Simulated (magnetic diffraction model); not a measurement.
# Magnetic neutron pattern of NdTiPb

Space group P4/nmm (no. 129, origin choice 1), a = 4.3750 Å, c = 8.3440 Å.

```
site  atom    x    y       z
  2c    Pb    0  1/2  0.7785
  2c    Nd    0  1/2  0.3518
  2a    Ti  1/2  1/2       0
```

The compound is invented for this exercise: a known structure type with other elements, its cell scaled to their sizes and not relaxed.

Only Nd is taken to order (form factors of Nd3+); orders and moment sizes are assumed, and not adapted to the symmetry. Radiation: neutrons of λ = 4.2 Å, 1.5° to 80°; isotropic B of 0.47 Å² (Pb), 0.4 Å² (Nd) and 0.6 Å² (Ti). The intensities are simulated: I ∝ L Σ (|F_N|² + |F_M⊥|²) for unpolarised neutrons, with F_M = 2.695 fm/μB × Σ f(s) S exp(2πi Q·r) exp(−B s²) at Q = H ± k (one set where k and −k are equivalent), only the part normal to Q counting and L = 1/(sin²θ cos θ). For a modulated order the moment at position r is S exp(−2πi k·r) + c.c., with S = m/2 for a sine wave of amplitude m and S = m(u + iv)/2 for moments turning in a plane, u and v being orthogonal unit vectors in it; the phase factor of the sum at Q = H + k is then exp(2πi H·r). Form factors are spin-only for 3d ions and dipole or tabulated for f ions, scattering lengths are Sears's of 1992, and absorption is left out. A label names one of the reflections at its angle. The strongest nuclear line in the range is 100, and lines under 0.2 are left out.

Assume the order k = (0 0 0.072), moments turning in the plane of [001] and [100], 2.6 μB on Nd; signs + at (0, 1/2, 0.3518), + at (1/2, 0, 0.6482).

Predict the pattern, nuclear and magnetic parts apart.

```tsv
2θ (°)	index	nuclear	magnetic
2.08	(0 0 0.072)	0.0	3971.6
27.01	(0 0 0.928)	0.0	8.6
29.15	(0 0 1)	69.7	0.0
31.30	(0 0 1.072)	0.0	6.5
58.06	(0 0 1.928)	0.0	0.5
60.45	(0 0 2)	100.0	0.0
62.86	(0 0 2.072)	0.0	0.4
64.53	(1 0 0.928)	0.0	17.8
65.64	(1 0 1)	16.1	0.0
66.82	(1 0 1.072)	0.0	16.6
```

The strongest magnetic line in the range is (0 0 0.072) at 2.08° (3971.6). On top of the Lorentz factor, which all lines share, magnetic lines fade with angle because f falls: for Nd3+ it is 0.98, 0.90, 0.79 and 0.54 at sin θ/λ = 0.1, 0.2, 0.3 and 0.5 Å⁻¹, while nuclear lengths stay constant. The order has no net moment.

[Logs are printed without paths, hosts, clocks, repeated set-up lines and the standing remarks that a program may print on its own settings, such as how far it seeks lower states.]
